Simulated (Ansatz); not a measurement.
# TiO2 (Rutile, P4_2/mnm): zone-centre modes under pressure

Aim: how do the optical modes of TiO2 (Rutile, P4_2/mnm) move with volume?

Method: DFT LDA, scalar-relativistic, plane waves, PAW; PAW set soft_1, in Ansatz 0.2.0.

## (1) Starting point

The structure is tetragonal, space group P4_2/mnm (No. 136). Conventional cell: a = 4.592 Å, b = 4.592 Å, c = 2.957 Å, α = 90.00°, β = 90.00°, γ = 90.00°. O has 3 Ti at 1.95 to 1.98 Å nearest. Nearest to Ti lie 6 O at 1.95 to 1.98 Å. Farther neighbours and most contacts between anions are not listed.

## (2) Relaxation

Harmonic phonons are second derivatives at a point where the forces vanish, and they are wanted at zero stress, so atoms and cell are relaxed first.

The input, input.yaml:

```yaml
crystal:
  lattice:
    - [4.5922, 0.0, 0.0]
    - [0.0, 4.5922, 0.0]
    - [0.0, 0.0, 2.9574]
  atoms:
    - { symbol: O, position: [0.30496, 0.30496, 0.0] }
    - { symbol: O, position: [0.19504, 0.80496, 0.5] }
    - { symbol: O, position: [0.69504, 0.69504, 0.0] }
    - { symbol: O, position: [0.80496, 0.19504, 0.5] }
    - { symbol: Ti, position: [0.0, 0.0, 0.0] }
    - { symbol: Ti, position: [0.5, 0.5, 0.5] }
kpoints:
  mp_grid: { grid: [6, 6, 10] }
hamiltonian:
  xc: lda
  pseudopotentials: { kind: paw, azcp: { folder: soft_1 }, xc_functional: pbe }
scf:
  occupations: { method: gaussian, width: 0.02 }
output:
  forces: true
  stress: true
  eigenvalues: true
relax:
  adjacent_minimum: "off"
  f_tol: 0.005
  max_steps: 80
  cell: { stress_tol: 0.05 }
```

The run is started by

```bash
$ ansatz run input.yaml --threads 8 --pin off --max-ram 16384MiB --backend cpu --events-out ev --progress --plain --runs-dir out
```

Numbers of over 12 decimals in the logs are rounded to 6 here.

What it wrote:

```text
Engine: ansatz 0.2.0, aarch64-unknown-linux-gnu
Pseudopotentials: kind: paw
Pseudopotential: O, paw, valence charge 6, recommended cutoff 420 eV (normal), soft_1/O.paw.azcp
Pseudopotential: Ti, paw, valence charge 12, recommended cutoff 420 eV (normal), soft_1/Ti.paw.azcp
Functional definition: SPW92
  exchange = slater_x
  correlation = pw_c
Crystal: 6 atoms, lattice volume = 62.367 Å³
Basis set: ecut = 420 eV, 1217 PW (Γ)
Bands: 30, of which v1, the nominal top of the filled ones, is band 24 counted from 1 (23 counted from 0)
Symmetry: 16 space group operations
Space group: P42/mnm (ITA 136), of the structure as read, at distance tolerance 4.0e-5 Å
k-points: 60 of 360
Non-local potential: O, projectors of the file, l = 0: 2, l = 1: 2, l = 2: 1
Non-local potential: Ti, projectors of the file, l = 0: 3, l = 1: 2, l = 2: 3, l = 3: 1
PAW form: soft (Blöchl's): semilocal exchange-correlation on the pseudo side does not see the compensation charge
PAW frozen core: O, regenerated for the run's functional, and the local potential with it (the file was generated under x = pbe(κ = 0.804, μ = 0.219515), c = pbe(β = 0.066725))
PAW frozen core: Ti, regenerated for the run's functional, and the local potential with it (the file was generated under x = pbe(κ = 0.804, μ = 0.219515), c = pbe(β = 0.066725))
PAW one-centre angular grid: O, 110 points (default); XC on 64 Gauss nodes
PAW one-centre angular grid: Ti, 590 points (default); XC on 64 Gauss nodes
Initial density: superposition of atomic densities (chi_scale 0.1, normalization cell, long waves kept (reshape's long-wave potential 0.00 eV rms))
Initial wavefunctions: pseudopotential atomic-orbital guess
Functional: x = slater, c = lda
SCF iter   1: F=—  HF=-7130.627013 eV  |F-HF|=—  |Δ(HF+E_count)|=         —  Δρ=5.37e-2  dr2=1.66e0  ethr=3.10e-3  ⟨swp⟩=5.7  Hψ=6274  notcnv=0
preconditioner: auto → Resta (q_TF=auto, 2.612 Å⁻¹)  ε∞=8.8  [insulator: Δε(μ)=1.909 eV  Ē_g=9.503 eV  σ=0.020 eV  W_gap=1.00  n_scr=18 (ndim 8)  ℏωp=26.6 eV  f_vac=0.000  D(μ)=0.00/eV (n_scr^D=0)  ε∞_Penn≈8.8]
SCF iter   2: F=—  HF=-7130.474653 eV  |F-HF|=—  |Δ(HF+E_count)|=   1.52e-1  Δρ=3.09e-2  dr2=5.43e-1  ethr=3.10e-3  ⟨swp⟩=2.0  Hψ=2509  notcnv=0  defer=88
SCF iter   3: F=—  HF=-7130.371379 eV  |F-HF|=—  |Δ(HF+E_count)|=   1.03e-1  Δρ=5.38e-3  dr2=2.50e-2  ethr=1.13e-3  ⟨swp⟩=2.1  Hψ=2772  notcnv=0  defer=94
SCF iter   4: F=—  HF=-7130.366651 eV  |F-HF|=—  |Δ(HF+E_count)|=   4.73e-3  Δρ=1.83e-3  dr2=2.56e-3  ethr=5.20e-5  ⟨swp⟩=2.0  Hψ=2731  notcnv=0  defer=94
SCF iter   5: F=—  HF=-7130.366644 eV  |F-HF|=—  |Δ(HF+E_count)|=   7.57e-6  Δρ=4.04e-4  dr2=8.34e-5  ethr=5.33e-6  ⟨swp⟩=2.0  Hψ=2224  notcnv=0  defer=94
SCF iter   6: F=—  HF=-7130.366651 eV  |F-HF|=—  |Δ(HF+E_count)|=   7.49e-6  Δρ=9.64e-5  dr2=5.91e-6  ethr=1.74e-7  ⟨swp⟩=2.0  Hψ=2715  notcnv=0  defer=94
SCF iter   7: F=—  HF=-7130.366652 eV  |F-HF|=—  |Δ(HF+E_count)|=   5.09e-7  Δρ=2.35e-5  dr2=3.55e-7  ethr=1.23e-8  ⟨swp⟩=2.1  Hψ=2342  notcnv=0  defer=94
SCF iter   8: F=-7130.366652 eV  HF=-7130.366652 eV  |F-HF|=5.05e-10  |Δ(HF+E_count)|=   2.86e-8  Δρ=3.48e-6  dr2=5.59e-9  ethr=2.08e-10  ⟨swp⟩=8.3  Hψ=6720  notcnv=0
SCF 1 converged in 8 iterations: F = -7130.366652 eV  dr2 = 5.59e-9
  greatest PAW one-centre occupation: 0.998 electrons in one spin orbital (limit 2), on the Ti atom at site 4 (counted from 0), in its partial waves of l = 0
relax step   1: F+E_penalty+E_count = -7130.36665172 eV  Δ(F+E_penalty+E_count) = +0.000e0 eV  max|allowed force component| = 1.992e-2 eV/Å  Δτ_max = 0.0000 Å  P = -7.854 GPa  Ω = 62.367 Å³  (8 SCF iters, dr2 threshold 1.00e-7 eV, accepted)
Crystal: 6 atoms, lattice volume = 60.940 Å³
Basis set: ecut = 420 eV, 1177 PW (Γ)
Initial density: handed on by an earlier stage of this run
Initial wavefunctions: those handed on with the density
iter 1 solved again at ethr=1.97e-5 eV; its pass at ethr=3.10e-3 eV (dr2=9.44e-3 eV) is discarded
SCF iter   1: F=—  HF=-7130.421646 eV  |F-HF|=—  |Δ(HF+E_count)|=         —  Δρ=4.60e-3  dr2=9.99e-3  ethr=1.97e-5  ⟨swp⟩=1.0  Hψ=10011  notcnv=0
preconditioner: auto → Resta (q_TF=auto, 2.622 Å⁻¹)  ε∞=9.0  [insulator: Δε(μ)=1.868 eV  Ē_g=9.506 eV  σ=0.020 eV  W_gap=1.00  n_scr=18 (ndim 8)  ℏωp=26.9 eV  f_vac=0.004  D(μ)=0.00/eV (n_scr^D=0)  ε∞_Penn≈9.0]
SCF iter   2: F=—  HF=-7130.419426 eV  |F-HF|=—  |Δ(HF+E_count)|=   2.22e-3  Δρ=1.39e-3  dr2=1.25e-3  ethr=1.97e-5  ⟨swp⟩=2.0  Hψ=2932  notcnv=0
SCF iter   3: F=—  HF=-7130.419127 eV  |F-HF|=—  |Δ(HF+E_count)|=   2.99e-4  Δρ=4.75e-4  dr2=1.81e-4  ethr=2.59e-6  ⟨swp⟩=2.0  Hψ=2670  notcnv=0
SCF iter   4: F=—  HF=-7130.419081 eV  |F-HF|=—  |Δ(HF+E_count)|=   4.60e-5  Δρ=8.57e-5  dr2=4.59e-6  ethr=3.77e-7  ⟨swp⟩=2.7  Hψ=2790  notcnv=0
iter 5 did not close the SCF: its close was put off for the readings that it lacked (scf_convergence_deferred on its scf_iter line)
SCF iter   5: F=-7130.419082 eV  HF=-7130.419082 eV  |F-HF|=1.98e-8  |Δ(HF+E_count)|=   7.35e-7  Δρ=1.59e-5  dr2=1.76e-7  ethr=9.56e-9  ⟨swp⟩=2.3  Hψ=2746  notcnv=0
SCF iter   6: F=-7130.419082 eV  HF=-7130.419082 eV  |F-HF|=1.99e-9  |Δ(HF+E_count)|=   3.24e-8  Δρ=4.13e-6  dr2=7.96e-9  ethr=3.67e-10  ⟨swp⟩=1.0  Hψ=5280  notcnv=0
SCF 2 converged in 6 iterations: F = -7130.419082 eV  dr2 = 7.96e-9
  greatest PAW one-centre occupation: 0.998 electrons in one spin orbital (limit 2), on the Ti atom at site 5 (counted from 0), in its partial waves of l = 0
relax step   2: F+E_penalty+E_count = -7130.41908223 eV  Δ(F+E_penalty+E_count) = -5.243e-2 eV  max|allowed force component| = 2.168e-2 eV/Å  Δτ_max = 0.0060 Å  P = -2.148 GPa  Ω = 60.940 Å³  energy of the carried Pulay correction = +5.551e-3 eV  (6 SCF iters, dr2 threshold 6.00e-7 eV, accepted)
Crystal: 6 atoms, lattice volume = 60.390 Å³
Basis set: ecut = 420 eV, 1161 PW (Γ)
iter 1 solved again at ethr=4.71e-6 eV; its pass at ethr=3.10e-3 eV (dr2=2.26e-3 eV) is discarded
SCF iter   1: F=—  HF=-7130.425246 eV  |F-HF|=—  |Δ(HF+E_count)|=         —  Δρ=2.05e-3  dr2=2.04e-3  ethr=4.71e-6  ⟨swp⟩=2.4  Hψ=9632  notcnv=0
preconditioner: auto → Resta (q_TF=auto, 2.626 Å⁻¹)  ε∞=9.0  [insulator: Δε(μ)=1.882 eV  Ē_g=9.556 eV  σ=0.020 eV  W_gap=1.00  n_scr=18 (ndim 8)  ℏωp=27.0 eV  f_vac=0.004  D(μ)=0.00/eV (n_scr^D=0)  ε∞_Penn≈9.0]
SCF iter   2: F=—  HF=-7130.424819 eV  |F-HF|=—  |Δ(HF+E_count)|=   4.27e-4  Δρ=5.90e-4  dr2=2.19e-4  ethr=4.25e-6  ⟨swp⟩=2.1  Hψ=2424  notcnv=0
SCF iter   3: F=—  HF=-7130.424765 eV  |F-HF|=—  |Δ(HF+E_count)|=   5.38e-5  Δρ=1.95e-4  dr2=2.73e-5  ethr=4.57e-7  ⟨swp⟩=2.0  Hψ=2473  notcnv=0
SCF iter   4: F=—  HF=-7130.424759 eV  |F-HF|=—  |Δ(HF+E_count)|=   6.24e-6  Δρ=3.51e-5  dr2=6.65e-7  ethr=5.69e-8  ⟨swp⟩=2.4  Hψ=2693  notcnv=0
iter 5 did not close the SCF: its close was put off for the readings that it lacked (scf_convergence_deferred on its scf_iter line)
SCF iter   5: F=-7130.424759 eV  HF=-7130.424759 eV  |F-HF|=1.39e-8  |Δ(HF+E_count)|=   8.87e-8  Δρ=8.26e-6  dr2=5.22e-8  ethr=1.39e-9  ⟨swp⟩=2.8  Hψ=3172  notcnv=0
SCF iter   6: F=-7130.424759 eV  HF=-7130.424759 eV  |F-HF|=1.07e-10  |Δ(HF+E_count)|=   5.13e-9  Δρ=1.90e-6  dr2=2.58e-9  ethr=1.09e-10  ⟨swp⟩=2.0  Hψ=5172  notcnv=0
SCF 3 converged in 6 iterations: F = -7130.424759 eV  dr2 = 2.58e-9
relax step   3: F+E_penalty+E_count = -7130.42475897 eV  Δ(F+E_penalty+E_count) = -5.677e-3 eV  max|allowed force component| = 1.684e-2 eV/Å  Δτ_max = 0.0005 Å  P = +0.163 GPa  Ω = 60.390 Å³  energy of the carried Pulay correction = +7.722e-3 eV  (6 SCF iters, dr2 threshold 6.00e-7 eV, accepted)
[...]
relax step   4: F+E_penalty+E_count = -7130.42469200 eV  Δ(F+E_penalty+E_count) = +6.698e-5 eV  max|allowed force component| = 5.557e-3 eV/Å  Δτ_max = 0.0006 Å  P = +0.013 GPa  Ω = 60.420 Å³  energy of the carried Pulay correction = +7.605e-3 eV  (6 SCF iters, dr2 threshold 1.02e-7 eV, accepted)
[...]
relax step   5: F+E_penalty+E_count = -7130.42472101 eV  Δ(F+E_penalty+E_count) = -2.902e-5 eV  max|allowed force component| = 3.692e-5 eV/Å  Δτ_max = 0.0004 Å  P = -0.001 GPa  Ω = 60.415 Å³  energy of the carried Pulay correction = +7.624e-3 eV  (6 SCF iters, dr2 threshold 1.77e-8 eV, accepted)
[...]
relax step   6: F+E_penalty+E_count = -7130.41833102 eV  Δ(F+E_penalty+E_count) = +6.390e-3 eV  max|allowed force component| = 2.491e-4 eV/Å  Δτ_max = 0.0000 Å  P = -0.189 GPa  Ω = 60.415 Å³  stress off target by 2.21e-1 GPa  SCF on the basis re-selected at this cell (its energy is not comparable with the rows above)  (6 SCF iters)
[...]
relax step   7: F+E_penalty+E_count = -7130.41853015 eV  Δ(F+E_penalty+E_count) = -1.991e-4 eV  max|allowed force component| = 1.576e-6 eV/Å  Δτ_max = 0.0002 Å  P = -0.002 GPa  Ω = 60.371 Å³  energy of the carried Pulay correction = +1.729e-4 eV  (6 SCF iters, dr2 threshold 1.22e-7 eV, accepted)
iter 1 solved again at ethr=4.17e-8 eV; its pass at ethr=3.10e-3 eV (dr2=2.00e-5 eV) is discarded
SCF iter   1: F=—  HF=-7130.418319 eV  |F-HF|=—  |Δ(HF+E_count)|=         —  Δρ=8.38e-6  dr2=6.79e-9  ethr=4.17e-8  ⟨swp⟩=3.4  Hψ=11495  notcnv=0
preconditioner: auto → Resta (q_TF=auto, 2.626 Å⁻¹)  ε∞=9.0  [insulator: Δε(μ)=1.862 eV  Ē_g=9.547 eV  σ=0.020 eV  W_gap=1.00  n_scr=18 (ndim 8)  ℏωp=27.0 eV  f_vac=0.007  D(μ)=0.00/eV (n_scr^D=0)  ε∞_Penn≈9.0]
SCF iter   2: F=—  HF=-7130.418318 eV  |F-HF|=—  |Δ(HF+E_count)|=   8.86e-7  Δρ=3.88e-6  dr2=1.24e-9  ethr=1.41e-11  ⟨swp⟩=2.5  Hψ=3284  notcnv=0
SCF iter   3: F=—  HF=-7130.418318 eV  |F-HF|=—  |Δ(HF+E_count)|=  3.16e-10  Δρ=1.20e-6  dr2=1.26e-10  ethr=2.57e-12  ⟨swp⟩=1.0  Hψ=1800  notcnv=0
iter 4 did not close the SCF: its close was put off for the readings that it lacked (scf_convergence_deferred on its scf_iter line)
SCF iter   4: F=-7130.418318 eV  HF=-7130.418318 eV  |F-HF|=1.82e-12  |Δ(HF+E_count)|=  3.46e-11  Δρ=3.44e-8  dr2=1.11e-12  ethr=1.00e-12  ⟨swp⟩=1.0  Hψ=1800  notcnv=0
iter 5 did not close the SCF: its close was put off for the readings that it lacked (scf_convergence_deferred on its scf_iter line)
SCF iter   5: F=-7130.418318 eV  HF=-7130.418318 eV  |F-HF|=9.09e-13  |Δ(HF+E_count)|=    0.00e0  Δρ=1.09e-8  dr2=1.07e-13  ethr=1.00e-12  ⟨swp⟩=1.0  Hψ=1800  notcnv=0
iter 6 did not close the SCF: its close was put off for the readings that it lacked (scf_convergence_deferred on its scf_iter line)
SCF iter   6: F=-7130.418318 eV  HF=-7130.418318 eV  |F-HF|=9.09e-13  |Δ(HF+E_count)|=  9.09e-13  Δρ=3.04e-9  dr2=7.12e-15  ethr=1.00e-12  ⟨swp⟩=1.0  Hψ=1800  notcnv=0
iter 7 did not close the SCF: its close was put off for the readings that it lacked (scf_convergence_deferred on its scf_iter line)
SCF iter   7: F=-7130.418318 eV  HF=-7130.418318 eV  |F-HF|=0.00e0  |Δ(HF+E_count)|=  1.82e-12  Δρ=5.56e-10  dr2=1.95e-16  ethr=1.00e-12  ⟨swp⟩=1.0  Hψ=1800  notcnv=0
SCF iter   8: F=-7130.418318 eV  HF=-7130.418318 eV  |F-HF|=9.09e-13  |Δ(HF+E_count)|=  9.09e-13  Δρ=1.66e-10  dr2=1.25e-17  ethr=1.00e-12  ⟨swp⟩=1.0  Hψ=3840  notcnv=0
SCF 8 converged in 8 iterations: F = -7130.418318 eV  dr2 = 1.25e-17
relax step   8: F+E_penalty+E_count = -7130.41831846 eV  Δ(F+E_penalty+E_count) = +2.117e-4 eV  max|allowed force component| = 1.619e-5 eV/Å  Δτ_max = 0.0000 Å  P = -0.004 GPa  Ω = 60.371 Å³  stress off target by 4.55e-3 GPa  SCF on the basis re-selected at this cell (its energy is not comparable with the rows above)  (8 SCF iters)
basis re-selected at this cell: Δ(F+E_penalty+E_count) = +2.117e-4 eV, ΔP = -0.003 GPa vs the last step (what re-selecting the basis moved, of the pressure what is left beyond the Pulay correction that the steps carried, after the strain that the cell walked since its last selection, with what the two solves' SCF thresholds leave and, on support functions, any second-order correction that the steps lacked; it is no m [...]
SCF converged after 8 iterations
Free energy (F): -7130.418318 eV
Harris-Foulkes:  -7130.418318 eV  (|F-HF|=9.09e-13)
Internal energy: -7130.418318 eV  (E = F + TS)
E sigma→0 (E₀):  -7130.418318 eV
Fermi energy:    10.114724 eV
--- Per-component energies (eV) ---
  E_band       = -382.271968
  E_kinetic    = 1230.204325
  E_local      = -3144.930761  (includes V_loc(G=0)·N_el)
  E_nonlocal   = 340.281621
  E_hartree    = 1183.333561
  E_xc         = -513.811347
  E_vxc        = -654.709356  (∫ρ·V_xc dr)
  E_paw        = -2590.028338  (= ΣΔE_a)
  E_vpaw       = -519.788011  (= ΣTr[D̂ρ^β])
  E_aug_tail   = 0.003091  (compensation charges beyond the density's cutoff)
  E_ewald      = -3636.510058
  E_core_change = 1.039587  (= ΣΔE_core)
  E_smearing   = -0.000000  (= −TS)
  E_closure    = 0.000000  (closes the sum)
  Σ components = -7130.418318   (vs F -7130.418318, Δ=0.00e0)
--- Forces (eV/Å), atoms counted from 1 ---
  atom   1  O      0.00001619     0.00001619     0.00000000
  atom   2  O     -0.00001619     0.00001619     0.00000000
  atom   3  O     -0.00001619    -0.00001619     0.00000000
  atom   4  O      0.00001619    -0.00001619     0.00000000
  atom   5  Ti     0.00000000    -0.00000000     0.00000000
  atom   6  Ti    -0.00000000     0.00000000     0.00000000
  max |Σ_I F_I| component: 1.30e-18 eV/Å
--- Stress (GPa, compression-positive) ---
       -0.004547       0.000000       0.000000
        0.000000      -0.004547       0.000000
        0.000000       0.000000      -0.004010
  P = ⅓ Tr σ = -0.0044 GPa (-0.044 kbar)
--- Band table (eV; the first three rows and the last of 60) ---
  k-point 0: bands = [... 20 lower, 8.5053, 8.7254, 8.7254, 9.1838, 11.0456, 11.3268, 11.6316, 11.7470, ... 2 higher]
  k-point 1: bands = [... 20 lower, 8.0508, 8.5102, 8.5102, 9.1333, 11.3300, 11.4450, 11.5571, 11.8858, ... 2 higher]
  k-point 2: bands = [... 20 lower, 7.1786, 7.9689, 7.9689, 8.9031, 11.4446, 11.6726, 11.8531, 12.2213, ... 2 higher]
  k-point 59: bands = [... 20 lower, 7.8082, 7.8082, 8.5105, 8.5105, 11.8373, 11.8373, 12.4617, 12.4617, ... 2 higher]
--- Relaxed structure (6 steps of the walk, 6 accepted, 2 SCFs on fresh bases) ---
  F+E_penalty+E_count = -7130.41831846 eV   max|allowed force component| = 1.619e-5 eV/Å   (the final SCF, on the basis selected at the relaxed cell)
  cell:  # Å, volume = 60.3710 Å³
    - [4.548969, 0, 0.0]
    - [0, 4.548969, 0.0]
    - [0.0, 0.0, 2.917444]
  atoms:
    - { symbol: O, position: [0.303944, 0.303944, 0.0] }
    - { symbol: O, position: [0.196056, 0.803944, 0.5] }
    - { symbol: O, position: [0.696056, 0.696056, 0.0] }
    - { symbol: O, position: [0.803944, 0.196056, 0.5] }
    - { symbol: Ti, position: [0, 0, 0.0] }
    - { symbol: Ti, position: [0.5, 0.5, 0.5] }
```

The job ended after 13 s (8 threads of Arm Neoverse N1, shared host; peak memory 0.48 GiB; 93 s of CPU time).

Step by step:

```
step  energy less that of the first step (eV)  largest force component (eV/Å)  pressure (GPa)  volume (Å³)
   1                                   0.0000                          0.0199           -7.85        62.37
   2                                  -0.0524                          0.0217           -2.15        60.94
   3                                  -0.0581                          0.0168            0.16        60.39
   4                                  -0.0580                          0.0056            0.01        60.42
   5                                  -0.0581                          0.0000            0.00        60.42
  6*                                  -0.0517                          0.0002           -0.19        60.42
   7                                  -0.0519                          0.0000            0.00        60.37
  8*                                  -0.0517                          0.0000            0.00        60.37
```

Relaxation steps marked * repeat the geometry before them on a plane-wave basis chosen anew for their cell, so energy and pressure can jump there.

Forces are held to the 16 operations that the run works with; a distortion that breaks them can't arise in this run.

```
conventional cell, symmetrised  before  after  change
                         a (Å)   4.592  4.549  -0.9 %
                         b (Å)   4.592  4.549  -0.9 %
                         c (Å)   2.957  2.917  -1.4 %
              volume (Å³/atom)   10.39  10.06  -3.2 %
```

This step gave:

- pressure: -0.004368 GPa
- gap on the k-mesh: 1.862 eV
- volume per atom: 10.06 Å³

In this step the volume went from 10.39 to 10.06 Å³/atom.

## (3) Tight relaxation

Phonons need small forces and stress, so the relaxation is finished with tight tolerances on 8×8×12 k points.

input.yaml, the sections that differ from step 2:

```yaml
crystal:
  lattice:
    - [4.5489690115, 0.0, 0.0]
    - [0.0, 4.5489690115, 0.0]
    - [0.0, 0.0, 2.917444043]
  atoms:
    - { symbol: O, position: [0.30394424, 0.30394424, 0.0] }
    - { symbol: O, position: [0.19605576, 0.80394424, 0.5] }
    - { symbol: O, position: [0.69605576, 0.69605576, 0.0] }
    - { symbol: O, position: [0.80394424, 0.19605576, 0.5] }
    - { symbol: Ti, position: [0.0, 0.0, 0.0] }
    - { symbol: Ti, position: [0.5, 0.5, 0.5] }
kpoints:
  mp_grid: { grid: [8, 8, 12] }
scf:
  occupations: { method: fixed }
relax:
  adjacent_minimum: "off"
  f_tol: 0.001
  max_steps: 60
  cell: { stress_tol: 0.01 }
# hamiltonian, output: as in step 2
```

What it wrote:

```text
[...]
Crystal: 6 atoms, lattice volume = 60.371 Å³
Basis set: ecut = 420 eV, 1161 PW (Γ)
Bands: 30, of which v1, the nominal top of the filled ones, is band 24 counted from 1 (23 counted from 0)
Symmetry: 16 space group operations
[...]
k-points: 105 of 768
[...]
cell:  # Å, volume = 60.3710 Å³
    - [4.5489690115, 0.0, 0.0]
    - [0.0, 4.5489690115, 0.0]
    - [0.0, 0.0, 2.917444043]
  atoms:
    - { symbol: O, position: [0.30394424, 0.30394424, 0.0] }
    - { symbol: O, position: [0.196056, 0.803944, 0.5] }
    - { symbol: O, position: [0.69605576, 0.69605576, 0.0] }
    - { symbol: O, position: [0.803944, 0.196056, 0.5] }
    - { symbol: Ti, position: [0.0, 0.0, 0.0] }
    - { symbol: Ti, position: [0.5, 0.5, 0.5] }
[key lines of the parts left out:]
SCF converged after 6 iterations
Free energy (F): -7130.418387 eV
Fermi energy:    9.183803 eV
P = ⅓ Tr σ = -0.0049 GPa (-0.049 kbar)
```

It took 5.9 s on 8 threads; peak memory 0.51 GiB; 43 s of CPU time.

Little changed from the start: no atom moved by 0.005 Å and no cell edge by 0.1 %.

This step gave:

```yaml
pressure: -0.004923 GPa
```

The largest force component left is 0.0098 meV/Å and the pressure is -0.005 GPa, within the tolerances set. The cell now holds 10.06 Å³/atom.

[end of part 1 of 3]

[Logs are printed without paths, hosts, clocks, repeated set-up lines and the standing remarks that a program may print on its own settings, such as how far it seeks lower states.]

[Hosts, paths, dates, database ids (printed as entryN), source tags and the programs' standing remarks are cut or masked in the printed files.]
